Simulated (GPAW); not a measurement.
**How Os absorbs and reflects light**

Aim: the dielectric function of Os, and the optical constants that follow from it.

Program: GPAW 26.7.0. Level of theory: DFT, PBE, plane-wave PAW (GPAW data sets), scalar-relativistic, RPA, optical limit. Results are calculated unless marked as measured.

Report form: the programs' logs are mostly left out.

**1. Starting point**

The structure is hexagonal, space group P6_3/mmc (No. 194). Conventional cell: a = 2.734 Å, b = 2.734 Å, c = 4.320 Å, α = 90.00°, β = 90.00°, γ = 120.00°. Os has 12 Os at 2.68 to 2.73 Å nearest.

Structure file:

```cif
data_structure
_symmetry_space_group_name_H-M 'P6_3/mmc'
_symmetry_Int_Tables_number 194
_cell_length_a 2.7341
_cell_length_b 2.7341
_cell_length_c 4.3197
_cell_angle_alpha 90.000
_cell_angle_beta 90.000
_cell_angle_gamma 120.000
_cell_volume 27.96
loop_
_atom_site_label
_atom_site_type_symbol
_atom_site_symmetry_multiplicity
_atom_site_Wyckoff_symbol
_atom_site_fract_x
_atom_site_fract_y
_atom_site_fract_z
_atom_site_occupancy
Os1 Os 2 c 0.66667 0.33333 0.75000 1
```

**2. Ground state**

The self-consistent density comes first; it also tells whether there is a gap, which decides the occupations and the need for a Drude term.

This step: DFT, PBE, plane-wave PAW (GPAW data sets), scalar-relativistic, ground state (GPAW 26.7.0).

File gs.py:

```python
from ase import Atoms
from ase.dft.bandgap import bandgap
from gpaw import GPAW, PW, FermiDirac

atoms = Atoms(['Os', 'Os'],
              cell=[[2.734100000008, 0.000000000000, 0.000000000000],
                    [-1.367050000004, 2.367800056494, 0.000000000000],
                    [0.000000000000, 0.000000000000, 4.319700000000]],
              scaled_positions=[[0.666666666667, 0.333333333333, 0.750000000000],
                                [0.333333333333, 0.666666666667, 0.250000000000]],
              pbc=[True, True, True])
atoms.calc = GPAW(mode=PW(400), xc='PBE', kpts={'size': (9, 9, 5), 'gamma': True},
                  occupations=FermiDirac(0.05), maxiter=150, txt='gs.txt')
print('energy (eV)', atoms.get_potential_energy())
print('Fermi level (eV)', atoms.calc.get_fermi_level())
print('valence electrons', atoms.calc.get_number_of_electrons())
print('gap (eV)', bandgap(atoms.calc, output=None)[0])
print('direct gap (eV)', bandgap(atoms.calc, direct=True, output=None)[0])
atoms.calc.write('gs.gpw')
```

Command:

```
$ OMP_NUM_THREADS=1 python gs.py
```

Run time: 11 s. Hardware: 1 thread of Arm Neoverse V1, shared host; peak memory 0.13 GiB.

Numbers from this step:

```
energy       : -22.34 eV
Fermi energy : 15.99 eV
electrons    : 28
```

There are states at the Fermi level within the smearing, so the occupations stay smeared and the carriers get a Drude term.

**3. Bands for the response**

The response needs many more empty bands than the density does.

This step: DFT, PBE, plane-wave PAW (GPAW data sets), scalar-relativistic, bands at fixed density (GPAW 26.7.0).

File nscf.py:

```python
from ase.dft.bandgap import bandgap
from gpaw import GPAW, FermiDirac

calc = GPAW('gs.gpw').fixed_density(kpts={'size': (24, 24, 12), 'gamma': True}, nbands=37, convergence={'bands': 31},
                                    occupations=FermiDirac(0.05), txt='nscf.txt')
print('gap (eV)', bandgap(calc, output=None)[0])
print('direct gap (eV)', bandgap(calc, direct=True, output=None)[0])
print('top band over the Fermi level (eV)', min(calc.get_eigenvalues(kpt=k)[30] for k in range(len(calc.get_ibz_k_points()))) - calc.get_fermi_level())
calc.write('full.gpw', mode='all')
```

Command:

```
$ OMP_NUM_THREADS=1 python nscf.py
```

It took 4 min on 1 thread; peak memory 0.41 GiB.

**4. Dielectric function, RPA**

Transitions between filled and empty bands, summed over the zone, give the optical response, so mesh, band count and broadening shape it.

The induced potential is part of this response.

This step: DFT, PBE, plane-wave PAW (GPAW data sets), scalar-relativistic, RPA, optical limit (GPAW 26.7.0).

File df.py:

```python
from gpaw.response.df import DielectricFunction

df = DielectricFunction('full.gpw', frequencies={'type': 'nonlinear', 'domega0': 0.03, 'omega2': 8},
                        ecut=30,
                        eta=0.1,
                        nbands=31,
                        rate=0.03,
                        txt='df.txt')
for direction in ['x', 'z']:
    df.get_dielectric_function(xc='RPA', direction=direction, filename=f'df_{direction}.csv')
```

Command:

```
$ OMP_NUM_THREADS=1 python df.py
```

Run time: 48 s. Hardware: 1 thread; peak memory 0.22 GiB.

This step gave:

```
main peak of the optical conductivity above 1 eV, first axis : 2.886 eV
```

The Im ε has structure finer than the step of the table below, so its rows give means over 1 eV, whole bins alone (the curve runs from 0.305 to 28.4 eV). Peaks (eV: height): E ∥ x 2.9: 42.2; E ∥ z 0.9: 37.2, 2.7: 38.0.

Im ε against photon energy; means over each step:

| photon energy (eV) | E ∥ x | E ∥ z |
| --- | --- | --- |
| 1 | 14.4 | 34.4 |
| 2 | 14.6 | 19.4 |
| 3 | 35.8 | 27.8 |
| 4 | 25.4 | 16.7 |
| 5 | 12.5 | 15.5 |
| 6 | 7.47 | 7.15 |
| 7 | 4.56 | 4.79 |
| 8 | 3.16 | 3.20 |
| 9 | 3.27 | 3.77 |
| 10 | 3.78 | 4.09 |
| 11 | 3.99 | 4.04 |
| 12 | 2.69 | 3.18 |
| 13 | 2.29 | 2.48 |
| 14 | 2.04 | 2.59 |
| 15 | 1.76 | 2.14 |
| 16 | 1.86 | 2.56 |
| 17 | 3.00 | 3.10 |
| 18 | 3.29 | 2.72 |
| 19 | 3.00 | 2.66 |
| 20 | 1.87 | 1.85 |
| 21 | 1.27 | 1.44 |
| 22 | 1.04 | 1.13 |
| 23 | 0.822 | 0.658 |
| 24 | 0.766 | 0.530 |
| 25 | 0.632 | 0.547 |
| 26 | 0.443 | 0.393 |
| 27 | 0.369 | 0.392 |

Table of Re ε by photon energy:

| photon energy (eV) | E ∥ x | E ∥ z |
| --- | --- | --- |
| 1 | -35.5 | -23.4 |
| 2 | 18.6 | 3.34 |
| 3 | 1.11 | -8.78 |
| 4 | -5.37 | -2.40 |
| 5 | -10.8 | -6.81 |
| 6 | -6.25 | -6.48 |
| 7 | -5.27 | -4.42 |
| 8 | -2.59 | -1.54 |
| 9 | -1.10 | -0.554 |
| 10 | -0.687 | 0.334 |
| 11 | -1.36 | -1.31 |
| 12 | -1.23 | -1.10 |
| 13 | -0.677 | -0.753 |
| 14 | -0.503 | -0.617 |
| 15 | -0.0623 | 0.0586 |
| 16 | 0.748 | 0.493 |
| 17 | 0.539 | -0.550 |
| 18 | -0.276 | -0.681 |
| 19 | -1.33 | -1.06 |
| 20 | -1.58 | -1.51 |
| 21 | -1.12 | -1.11 |
| 22 | -0.876 | -1.11 |
| 23 | -0.656 | -0.833 |
| 24 | -0.503 | -0.509 |
| 25 | -0.524 | -0.368 |
| 26 | -0.323 | -0.251 |
| 27 | -0.195 | -0.0957 |
| 28 | -0.0311 | 0.00514 |

Values under 1 per cm are given as 1. Absorption coefficient against photon energy:

| photon energy (eV) | E ∥ x (1/cm) | E ∥ z (1/cm) |
| --- | --- | --- |
| 1.01 | 6.1e5 | 5.8e5 |
| 1.99 | 2.5e5 | 4.4e5 |
| 3.02 | 1.3e6 | 1.3e6 |
| 3.98 | 1.6e6 | 1.3e6 |
| 4.98 | 1.9e6 | 1.8e6 |
| 6.02 | 1.7e6 | 1.7e6 |
| 6.99 | 1.8e6 | 1.7e6 |
| 8.03 | 1.5e6 | 1.3e6 |
| 9.02 | 1.4e6 | 1.3e6 |
| 10.03 | 1.6e6 | 1.4e6 |
| 11.03 | 1.9e6 | 1.7e6 |
| 12.02 | 1.7e6 | 1.8e6 |
| 13.00 | 1.6e6 | 1.6e6 |
| 14.04 | 1.6e6 | 2.0e6 |
| 14.96 | 1.4e6 | 1.5e6 |
| 16.03 | 1.2e6 | 1.6e6 |
| 16.96 | 2.0e6 | 2.4e6 |
| 18.05 | 2.4e6 | 2.4e6 |
| 18.97 | 2.9e6 | 2.7e6 |
| 20.06 | 2.9e6 | 2.8e6 |
| 20.95 | 2.5e6 | 2.6e6 |
| 22.02 | 2.4e6 | 2.6e6 |
| 23.01 | 2.1e6 | 2.2e6 |
| 24.04 | 2.0e6 | 1.9e6 |
| 24.97 | 2.1e6 | 1.8e6 |
| 25.94 | 1.7e6 | 1.6e6 |
| 26.95 | 1.5e6 | 1.4e6 |
| 28.00 | 1.2e6 | 1.1e6 |

The Im ε, E ∥ x by photon energy; read off at these points:

| photon energy (eV) | without local fields | with local fields |
| --- | --- | --- |
| 1.0 | 11.7 | 11.6 |
| 2.0 | 11.4 | 11.4 |
| 2.9 | 41.5 | 41.7 |
| 3.0 | 37.4 | 37.6 |
| 4.0 | 27.2 | 27.2 |
| 5.0 | 12.4 | 12.3 |
| 6.0 | 7.78 | 7.78 |
| 7.0 | 4.66 | 4.66 |
| 8.0 | 3.02 | 3.02 |
| 9.0 | 3.26 | 3.28 |
| 10.0 | 4.00 | 4.04 |
| 11.0 | 4.23 | 4.34 |
| 12.0 | 2.42 | 2.51 |
| 13.0 | 2.24 | 2.20 |
| 14.0 | 2.01 | 1.95 |
| 15.0 | 1.74 | 1.69 |
| 16.0 | 1.83 | 1.73 |
| 17.0 | 3.27 | 3.04 |
| 18.0 | 3.33 | 3.13 |
| 19.0 | 3.13 | 3.11 |
| 20.0 | 1.89 | 1.90 |
| 21.0 | 1.27 | 1.25 |
| 22.0 | 1.12 | 1.10 |
| 23.0 | 0.820 | 0.796 |
| 24.0 | 0.761 | 0.749 |
| 25.0 | 0.652 | 0.641 |
| 26.0 | 0.467 | 0.455 |
| 27.0 | 0.388 | 0.374 |
| 28.0 | 0.330 | 0.311 |

The reflectivity at normal incidence has structure finer than the step of the table below, so its rows give means over 1 eV, whole bins alone (the curve runs from 0.305 to 28.4 eV). Peaks (eV: height): E ∥ x 4.5: 68.5, 11.3: 41.8, 20.3: 47.0, 25.6: 43.2; E ∥ z 2.9: 65.5, 5.6: 66.7, 10.8: 41.0, 12.7: 38.9, 14.2: 31.6, 22.7: 54.7.

Reflectivity at normal incidence against photon energy; means over each step:

| photon energy (eV) | E ∥ x (%) | E ∥ z (%) |
| --- | --- | --- |
| 1 | 82.6 | 78.0 |
| 2 | 43.7 | 53.4 |
| 3 | 61.5 | 61.2 |
| 4 | 63.5 | 54.2 |
| 5 | 67.2 | 59.8 |
| 6 | 62.3 | 62.4 |
| 7 | 60.5 | 55.8 |
| 8 | 48.1 | 40.4 |
| 9 | 33.3 | 31.2 |
| 10 | 30.0 | 28.3 |
| 11 | 37.1 | 35.8 |
| 12 | 35.8 | 33.5 |
| 13 | 31.1 | 31.0 |
| 14 | 26.6 | 27.0 |
| 15 | 20.4 | 20.5 |
| 16 | 12.8 | 19.4 |
| 17 | 19.4 | 26.1 |
| 18 | 26.8 | 29.3 |
| 19 | 36.4 | 33.4 |
| 20 | 44.1 | 42.1 |
| 21 | 43.4 | 40.3 |
| 22 | 41.6 | 45.8 |
| 23 | 40.1 | 51.3 |
| 24 | 36.3 | 45.2 |
| 25 | 39.6 | 37.7 |
| 26 | 40.0 | 38.3 |
| 27 | 35.6 | 28.9 |

From ε follow the optical constants at some laser and lamp lines:

| wavelength (nm) | n x | k x | R (%) x | 1/α x | n z | k z | R (%) z | 1/α z |
| --- | --- | --- | --- | --- | --- | --- | --- | --- |
| 1550 | 1.01 | 8.223 | 94.3 | 15 nm | 2.23 | 6.824 | 84.3 | 18 nm |
| 800 | 2.51 | 1.721 | 34.4 | 37 nm | 3.26 | 4.413 | 65.4 | 14 nm |
| 633 | 4.34 | 1.214 | 42.1 | 41 nm | 2.56 | 2.349 | 43.8 | 21 nm |
| 532 | 5.64 | 1.990 | 53.1 | 21 nm | 4.47 | 2.180 | 48.4 | 19 nm |
| 405 | 4.27 | 4.239 | 62.7 | 7.6 nm | 3.00 | 4.130 | 63.7 | 7.8 nm |
| 248 | 1.66 | 3.689 | 67.8 | 5.4 nm | 2.48 | 3.602 | 60.4 | 5.5 nm |
| 193 | 1.08 | 2.742 | 63.5 | 5.6 nm | 1.06 | 2.495 | 59.5 | 6.2 nm |

A polished face would reflect 49 % of daylight and look faintly blue (CIE x = 0.284, y = 0.302 under D65).

**5. Summary of results**

| Property | Result |
| --- | --- |
| main peak of the optical conductivity above 1 eV, first axis | 2.89 eV |

At this level (PBE, RPA) Os is a metal; it reflects 51 % at 550 nm for E ∥ x. A polished face would reflect 49 % of daylight and look faintly blue (CIE x = 0.284, y = 0.302 under D65). The carriers' damping of 0.03 eV is typed, not computed; it shapes the response at the lowest energies. Spin-orbit coupling is left out although heavy atoms are present. The sum runs over mesh points, so small or evenly spaced maxima can still be ripples of the mesh. The curves end at 28 eV, about where the summed bands run out. In this version of GPAW the matrix elements of the optical limit are incomplete, which can lower ε − 1 by up to a tenth where first-row anions or d states rule, and shift it by more in d metals. GPAW's carrier term has the form −ωp²/(ω + i·rate)², which damps like twice the rate and fails at low energy, so the curves leave the lowest energies out.

[Machine, clock and banner lines and Python warnings are left out of the logs.]

[Logs are printed without paths, hosts, clocks, repeated set-up lines and the standing remarks that a program may print on its own settings, such as how far it seeks lower states.]

[Hosts, paths, dates, database ids (printed as entryN), source tags and the programs' standing remarks are cut or masked in the printed files.]
